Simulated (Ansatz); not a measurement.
# How fast states decay through NaYTeS, part 3 of 4

A new crystal, NaYTeS: structure, gap and complex bands. It is built by putting Te for part of the S in the NaYS2 structure of space group R-3m, with the volume rescaled by atomic radii. The parent structure comes from the Materials Project.

Ansatz 0.2.0; PBEsol DFT, plane waves, PAW files (the session's first sound run).

So far, gap on the k-mesh (eV): step 3 (the bulk crystal and its band edges) 1.02; step 6 (complex bands, plane (001), k-mesh 8×8×8) 1.03.

The structure was built from a prototype and need not be the compound's stable phase.

**7. Band edges at another level**

This step: LDA DFT, plane waves, PAW files (Ansatz 0.2.0).

The edges again with LDA, at the same atoms.

Input file input.yaml:

```yaml
crystal:
  lattice:
    - [2.0658833066, 1.1927382832, 7.0715163984]
    - [-2.0658833066, 1.1927382832, 7.0715163984]
    - [0.0, -2.3854765663, 7.0715163984]
  atoms:
    - { symbol: Na, position: [0.0075355631, 0.0075355631, 0.0075355631] }
    - { symbol: "Y", position: [0.4897503953, 0.4897503953, 0.4897503953] }
    - { symbol: Te, position: [0.2443724955, 0.2443724955, 0.2443724955] }
    - { symbol: S, position: [0.7583415461, 0.7583415461, 0.7583415461] }
kpoints:
  mp_grid: { grid: [6, 6, 6] }
  band_path: { path: [VBM, CBM], npoints: 30 }
scf:
  occupations: { method: fixed }
hamiltonian:
  xc: lda
output:
  eigenvalues: true
```

The run is started by

```
> ansatz run input.yaml --threads 2 --pin off --max-ram 4096MiB --backend cpu --events-out ev --progress --plain --runs-dir out
```

Numbers of over 12 decimals in the logs are rounded to 6 here.

Output:

```text
[...]
Crystal: 4 atoms, lattice volume = 104.548 Å³
Basis set: ecut = 420 eV, 2003 PW (Γ), FFT grids on a1−a3, a2−a3, a3
Bands: 26, of which v1, the nominal top of the filled ones, is band 21 counted from 1 (20 counted from 0)
Symmetry: 6 space group operations
[...]
k-points: 32 of 216 (time reversal used)
[...]
SCF iter   1: F=—  HF=-12915.275519 eV  |F-HF|=—  |Δ(HF+E_count)|=         —  Δρ=6.29e-3  dr2=4.22e-2  ethr=1.77e-3  ⟨swp⟩=5.0  Hψ=3372  notcnv=0  defer=76
[...]
SCF iter   7: F=-12915.259921 eV  HF=-12915.259921 eV  |F-HF|=5.77e-9  |Δ(HF+E_count)|=  1.04e-10  Δρ=2.28e-6  dr2=1.07e-8  ethr=2.38e-10  ⟨swp⟩=3.0  Hψ=1719  notcnv=0
SCF 1 converged in 7 iterations: F = -12915.259921 eV  dr2 = 1.07e-8
[...]
SCF converged after 7 iterations
Free energy (F): -12915.259921 eV
[...]
Internal energy: -12915.259921 eV  (E = F + TS)
E sigma→0 (E₀):  -12915.259921 eV
Fermi energy:    7.134612 eV
[...]
--- Band table (eV; the first three rows and the last of 32) ---
  k-point 0: bands = [... 17 lower, 4.4442, 6.1832, 7.1346, 7.1346, 9.2068, 9.2068, 9.3264, 9.7371, ... 1 higher]
  k-point 1: bands = [... 17 lower, 4.4743, 5.7085, 6.3094, 6.7503, 9.0093, 9.6472, 9.7432, 10.3496, ... 1 higher]
  k-point 2: bands = [... 17 lower, 4.4003, 4.4829, 5.6369, 6.3344, 8.6653, 10.1817, 10.4270, 11.0988, ... 1 higher]
  k-point 31: bands = [... 17 lower, 4.4675, 4.6840, 7.0457, 7.0457, 9.2346, 9.2346, 9.5011, 10.9321, ... 1 higher]
```

Elapsed: 12 s, on 2 threads of Arm Neoverse V2, shared host; peak memory 0.37 GiB.

Numbers from this step:

* free energy: -12915.2599 eV
* Fermi energy: 7.135 eV
* gap on the k-mesh: 0.9895 eV
* gap on path: 0.9895 eV, by band count; negative where bands overlap
* direct gap on path: 1.975 eV

The electronic bands at the labelled points (eV, zero at the Fermi level (highest filled level under fixed occupations); v1 is the highest filled band, c1 the lowest empty one):

| point | v4 | v3 | v2 | v1 | c1 | c2 | c3 | c4 |
| --- | --- | --- | --- | --- | --- | --- | --- | --- |
| VBM | -2.69 | -0.95 | 0.00 | 0.00 | 2.07 | 2.07 | 2.19 | 2.60 |
| halfway | -2.64 | -2.20 | -1.10 | -0.63 | 1.65 | 2.67 | 2.91 | 3.87 |
| CBM | -2.64 | -2.20 | -1.57 | -0.99 | 0.99 | 3.30 | 3.46 | 3.63 |

The searched edges give 0.990 eV, as on the mesh.

For the gap on the k-mesh, step 3 gave 1.02 eV; this run, with LDA, gives 0.990 eV.

**8. Complex bands at another level**

This step: LDA DFT, plane waves, PAW files; complex bands by layer matching along the plane's normal (Ansatz 0.2.0).

The complex bands at that level, over its own gap, at (0, 0) and (-0.5, 0).

Input file input.yaml:

```yaml
crystal:
  lattice:
    - [7.463031731, 0.0, 0.0]
    - [1.143737288, 3.970309857, 0.0]
    - [1.143737288, 1.82041527, 3.528377617]
  atoms:
    - { symbol: Na, position: [0.0226066893, 0.9924644369, 0.9924644369] }
    - { symbol: "Y", position: [0.4692511859, 0.5102496047, 0.5102496047] }
    - { symbol: Te, position: [0.7331174865, 0.7556275045, 0.7556275045] }
    - { symbol: S, position: [0.2750246383, 0.2416584539, 0.2416584539] }
kpoints:
  mp_grid: { grid: [6, 6, 6] }
scf:
  occupations: { method: fixed }
hamiltonian:
  xc: lda
output:
  eigenvalues: true
  transmission:
    leads: [[0, 0]]
    kpoints: [[0.0, 0.0], [-0.5, 0.0]]
    e_range: [-1.0, 1.99]
    de: 0.06
```

Output:

```text
[...]
Crystal: 4 atoms, lattice volume = 104.548 Å³
Basis set: ecut = 420 eV, 2003 PW (Γ)
Bands: 26, of which v1, the nominal top of the filled ones, is band 21 counted from 1 (20 counted from 0)
Symmetry: 6 space group operations
[...]
k-points: 32 of 216 (time reversal used)
[...]
SCF iter   1: F=—  HF=-12915.275579 eV  |F-HF|=—  |Δ(HF+E_count)|=         —  Δρ=6.30e-3  dr2=4.20e-2  ethr=1.77e-3  ⟨swp⟩=5.0  Hψ=3375  notcnv=0  defer=75
[...]
SCF iter   7: F=-12915.259921 eV  HF=-12915.259921 eV  |F-HF|=5.30e-9  |Δ(HF+E_count)|=   1.04e-9  Δρ=2.45e-6  dr2=1.07e-8  ethr=2.38e-10  ⟨swp⟩=3.0  Hψ=1703  notcnv=0
SCF 1 converged in 7 iterations: F = -12915.259921 eV  dr2 = 1.07e-8
[...]
transmission: 5 of 10 steps passed
transmission: 10 of 10 steps passed
SCF converged after 7 iterations
Free energy (F): -12915.259921 eV
[...]
Internal energy: -12915.259921 eV  (E = F + TS)
E sigma→0 (E₀):  -12915.259921 eV
Fermi energy:    7.134615 eV
[...]
--- Band table (eV; the first three rows and the last of 32) ---
  k-point 0: bands = [... 17 lower, 4.4442, 6.1832, 7.1346, 7.1346, 9.2068, 9.2068, 9.3264, 9.7371, ... 1 higher]
  k-point 1: bands = [... 17 lower, 4.4743, 5.7085, 6.3094, 6.7503, 9.0093, 9.6472, 9.7432, 10.3496, ... 1 higher]
  k-point 2: bands = [... 17 lower, 4.4003, 4.4829, 5.6369, 6.3344, 8.6653, 10.1817, 10.4270, 11.0988, ... 1 higher]
  k-point 31: bands = [... 17 lower, 4.4675, 4.6840, 7.0457, 7.0457, 9.2346, 9.2346, 9.5011, 10.9321, ... 1 higher]
--- Transmission ---
  basis      : 253 plane waves across, 5 finite elements along
  points     : 2, as listed
[...]
channels       : 0.000000e0 a spin
[...]
slowest decay  : 0.1324 /Å at (0.0000, 0.0000)
```

The job ended after 39 s (2 threads; peak memory 0.81 GiB; 76 s of CPU time).

Numbers from this step:

| Item | Value |
| --- | --- |
| level to which the leads are filled | 0.4948 eV from the Fermi level |
| decay constant at the filling level, zone centre | 0.1324 Å⁻¹ |
| decay constant at the filling level, slowest listed point | 0.1324 Å⁻¹ |

K parallel (0, 0); values up to 1.5 1/Å, a degenerate pair printed once or twice; energies at which all values exceed this have no row. Im kz of the slowest decaying states against energy, zero at the highest filled level on the SCF mesh:

| energy (eV) | decay 1 (Å⁻¹) | decay 2 (Å⁻¹) | decay 3 (Å⁻¹) | decay 4 (Å⁻¹) |
| --- | --- | --- | --- | --- |
| -1.00 | 0.161 | 0.267 | 0.377 | 0.694 |
| -0.88 | 0.125 | 0.385 | 0.717 | 0.725 |
| -0.76 | 0.175 | 0.391 | 0.708 | 0.730 |
| -0.64 | 0.216 | 0.397 | 0.691 | 0.738 |
| -0.52 | 0.248 | 0.403 | 0.673 | 0.743 |
| -0.40 | 0.273 | 0.407 | 0.655 | 0.746 |
| -0.28 | 0.294 | 0.411 | 0.636 | 0.747 |
| -0.16 | 0.311 | 0.414 | 0.617 | 0.746 |
| -0.04 | 0.325 | 0.416 | 0.598 | 0.745 |
| 0.02 | 0.0300 | 0.0556 | 0.331 | 0.417 |
| 0.08 | 0.0590 | 0.108 | 0.337 | 0.418 |
| 0.20 | 0.0905 | 0.163 | 0.347 | 0.420 |
| 0.32 | 0.111 | 0.195 | 0.356 | 0.420 |
| 0.44 | 0.126 | 0.218 | 0.362 | 0.421 |
| 0.50 | 0.132 | 0.226 | 0.365 | 0.421 |
| 0.62 | 0.143 | 0.239 | 0.369 | 0.421 |
| 0.74 | 0.151 | 0.247 | 0.372 | 0.420 |
| 0.86 | 0.157 | 0.251 | 0.374 | 0.418 |
| 0.98 | 0.161 | 0.252 | 0.373 | 0.416 |
| 1.10 | 0.164 | 0.250 | 0.372 | 0.413 |
| 1.22 | 0.165 | 0.245 | 0.368 | 0.392 |
| 1.34 | 0.165 | 0.237 | 0.242 | 0.363 |
| 1.46 | 0.163 | 0.225 | 0.348 | 0.355 |
| 1.58 | 0.160 | 0.210 | 0.323 | 0.345 |
| 1.70 | 0.155 | 0.189 | 0.295 | 0.331 |
| 1.82 | 0.149 | 0.161 | 0.262 | 0.315 |
| 1.94 | 0.121 | 0.144 | 0.215 | 0.295 |

K parallel (0, 0). Re kz of states that move upwards against energy, zero at the highest filled level on the SCF mesh:

| energy (eV) | channel 1 (Å⁻¹) | channel 2 (Å⁻¹) |
| --- | --- | --- |
| -1.00 | -0.392 | -0.176 |
| -0.88 | -0.714 | -0.329 |
| -0.82 | -0.617 | -0.294 |
| -0.70 | -0.498 | -0.235 |
| -0.58 | -0.412 | -0.196 |
| -0.52 | -0.374 | -0.180 |
| -0.40 | -0.305 | -0.151 |
| -0.28 | -0.240 | -0.121 |
| -0.16 | -0.171 | -0.0887 |
| -0.10 | -0.131 | -0.0690 |
| 0.02 | - | - |
| 0.14 | - | - |
| 0.20 | - | - |
| 0.32 | - | - |
| 0.44 | - | - |
| 0.50 | - | - |
| 0.62 | - | - |
| 0.74 | - | - |
| 0.80 | - | - |
| 0.92 | - | - |
| 1.04 | - | - |
| 1.10 | - | - |
| 1.22 | - | - |
| 1.34 | - | - |
| 1.46 | -0.698 | - |
| 1.52 | -0.607 | - |
| 1.64 | -0.484 | - |
| 1.76 | -0.387 | - |
| 1.82 | -0.341 | - |
| 1.94 | -0.238 | - |

K parallel (-0.5, 0); values up to 1.5 1/Å, a degenerate pair printed once or twice; energies at which all values exceed this have no row. Im kz of the slowest decaying states against energy, zero at the highest filled level on the SCF mesh:

| energy (eV) | decay 1 (Å⁻¹) | decay 2 (Å⁻¹) | decay 3 (Å⁻¹) | decay 4 (Å⁻¹) |
| --- | --- | --- | --- | --- |
| -1.00 | 0.100 | 0.255 | 0.349 | 0.687 |
| -0.88 | 0.281 | 0.359 | 0.697 | 0.699 |
| -0.76 | 0.303 | 0.366 | 0.685 | 0.703 |
| -0.64 | 0.322 | 0.371 | 0.670 | 0.708 |
| -0.52 | 0.338 | 0.375 | 0.654 | 0.710 |
| -0.40 | 0.353 | 0.376 | 0.637 | 0.711 |
| -0.28 | 0.366 | 0.376 | 0.620 | 0.711 |
| -0.16 | 0.375 | 0.378 | 0.601 | 0.709 |
| -0.04 | 0.0478 | 0.0917 | 0.372 | 0.390 |
| 0.02 | 0.0703 | 0.133 | 0.370 | 0.396 |
| 0.08 | 0.0864 | 0.162 | 0.367 | 0.402 |
| 0.20 | 0.110 | 0.201 | 0.360 | 0.412 |
| 0.32 | 0.127 | 0.228 | 0.350 | 0.419 |
| 0.44 | 0.140 | 0.246 | 0.336 | 0.422 |
| 0.50 | 0.145 | 0.254 | 0.327 | 0.422 |
| 0.62 | 0.155 | 0.264 | 0.304 | 0.421 |
| 0.74 | 0.162 | 0.267 | 0.271 | 0.420 |
| 0.86 | 0.167 | 0.206 | 0.274 | 0.422 |
| 0.98 | 0.0589 | 0.170 | 0.274 | 0.428 |
| 1.10 | 0.172 | 0.272 | 0.433 | 0.440 |
| 1.22 | 0.173 | 0.266 | 0.419 | 0.452 |
| 1.34 | 0.172 | 0.257 | 0.405 | 0.463 |
| 1.46 | 0.169 | 0.245 | 0.389 | 0.464 |
| 1.58 | 0.164 | 0.229 | 0.372 | 0.439 |
| 1.70 | 0.156 | 0.208 | 0.353 | 0.418 |
| 1.82 | 0.146 | 0.180 | 0.335 | 0.399 |
| 1.94 | 0.130 | 0.141 | 0.316 | 0.382 |

K parallel (-0.5, 0). Re kz of states that move upwards against energy, zero at the highest filled level on the SCF mesh:

| energy (eV) | channel 1 (Å⁻¹) | channel 2 (Å⁻¹) |
| --- | --- | --- |
| -1.00 | -0.187 | - |
| -0.94 | -0.640 | -0.174 |
| -0.82 | -0.486 | -0.148 |
| -0.76 | -0.433 | -0.135 |
| -0.70 | -0.387 | -0.123 |
| -0.58 | -0.307 | -0.0974 |
| -0.52 | -0.270 | -0.0843 |
| -0.46 | -0.235 | -0.0709 |
| -0.34 | -0.165 | -0.0420 |
| -0.28 | -0.128 | -0.0258 |
| -0.22 | -0.0887 | -0.00756 |
| -0.10 | 0.0292 | 0.0509 |
| -0.04 | - | - |
| 0.02 | - | - |
| 0.14 | - | - |
| 0.20 | - | - |
| 0.26 | - | - |
| 0.38 | - | - |
| 0.44 | - | - |
| 0.50 | - | - |
| 0.56 | - | - |
| 0.68 | - | - |
| 0.74 | - | - |
| 0.80 | - | - |
| 0.92 | - | - |
| 0.98 | - | - |
| 1.04 | -0.678 | - |
| 1.16 | -0.557 | - |
| 1.22 | -0.514 | - |
| 1.28 | -0.476 | - |
| 1.40 | -0.410 | - |
| 1.46 | -0.380 | - |
| 1.52 | -0.352 | - |
| 1.64 | -0.295 | - |
| 1.70 | -0.267 | - |
| 1.76 | -0.237 | - |
| 1.88 | -0.172 | - |
| 1.94 | -0.136 | - |

At the listed wavevectors the last open channel is at -0.04 eV and the next at +1.04 eV on the grid. At +0.50 eV, the grid energy nearest the filling level (the middle of the gap on the SCF mesh), the slowest state at the listed wavevectors decays with κ = 0.132 Å⁻¹, its amplitude falling by e over 7.6 Å; the first such run, plane (101), gave 0.134 Å⁻¹.

**9. A repeat with changed settings**

This step: PBEsol DFT, plane waves, PAW files; complex bands by layer matching along the plane's normal; changed: output.transmission.kpoints = null, output.transmission.kmesh = [1, 1], scf.max_iter = 75 (Ansatz 0.2.0).

This run repeats an earlier one, its twin (the complex run, plane (101)), with three settings changed (output.transmission.kpoints, scf.max_iter, output.transmission.kmesh; files written aside). The setting was drawn as a possible misstep, on purpose. Where the input is shown as a difference, that is against the step before, not the twin.

input.yaml, the sections that differ from step 8:

```yaml
scf:
  occupations: { method: fixed }
  max_iter: 75
hamiltonian:
  xc: pbesol
output:
  eigenvalues: true
  transmission: { leads: [[0, 0]], e_range: [-1.0, 2.02], de: 0.06, kmesh: [1, 1] }
# crystal, kpoints: as in step 8
```

Output:

```text
[...]
Crystal: 4 atoms, lattice volume = 104.548 Å³
Basis set: ecut = 420 eV, 2003 PW (Γ)
Bands: 26, of which v1, the nominal top of the filled ones, is band 21 counted from 1 (20 counted from 0)
Symmetry: 6 space group operations
[...]
k-points: 32 of 216 (time reversal used)
[...]
SCF iter   1: F=—  HF=-13063.657614 eV  |F-HF|=—  |Δ(HF+E_count)|=         —  Δρ=3.88e-3  dr2=3.21e-2  ethr=1.77e-3  ⟨swp⟩=5.0  Hψ=3258  notcnv=0  defer=75
[...]
SCF iter   7: F=-13063.646640 eV  HF=-13063.646640 eV  |F-HF|=4.07e-9  |Δ(HF+E_count)|=   9.84e-8  Δρ=3.06e-6  dr2=1.54e-8  ethr=2.38e-10  ⟨swp⟩=9.9  Hψ=3194  notcnv=0
SCF 1 converged in 7 iterations: F = -13063.646640 eV  dr2 = 1.54e-8
[...]
transmission: 5 of 5 steps passed
SCF converged after 7 iterations
Free energy (F): -13063.646640 eV
[...]
Internal energy: -13063.646640 eV  (E = F + TS)
E sigma→0 (E₀):  -13063.646640 eV
Fermi energy:    7.297354 eV
[...]
--- Band table (eV; the first three rows and the last of 32) ---
  k-point 0: bands = [... 17 lower, 4.5981, 6.3403, 7.2974, 7.2974, 9.4239, 9.4239, 9.5571, 9.9799, ... 1 higher]
  k-point 1: bands = [... 17 lower, 4.6275, 5.8720, 6.4663, 6.9143, 9.2199, 9.8772, 9.9626, 10.5763, ... 1 higher]
  k-point 2: bands = [... 17 lower, 4.5515, 4.6361, 5.7933, 6.4940, 8.8704, 10.4156, 10.6547, 11.3297, ... 1 higher]
  k-point 31: bands = [... 17 lower, 4.6212, 4.8642, 7.2088, 7.2088, 9.4518, 9.4518, 9.7185, 11.1237, ... 1 higher]
--- Transmission ---
  basis      : 253 plane waves across, 5 finite elements along
  points     : 1, standing for a mesh of 1 x 1
[...]
channels       : 0.000000e0 a spin
[...]
slowest decay  : 0.1341 /Å at (0.0000, 0.0000)
```

Elapsed: 21 s, on 2 threads; peak memory 0.78 GiB; 41 s of CPU time.

This number moved little. The least decay constant is 0.134 Å⁻¹ against 0.134 Å⁻¹ in the twin: no change within 1 %, at 0.54 times the CPU time.

(Part 3 of 4 ends here.)

[Logs are printed without paths, hosts, clocks, repeated set-up lines and the standing remarks that a program may print on its own settings, such as how far it seeks lower states.]

[Hosts, paths, dates, database ids (printed as entryN), source tags and the programs' standing remarks are cut or masked in the printed files.]

[New means built here by substitution; the compound itself may be known and measured.]
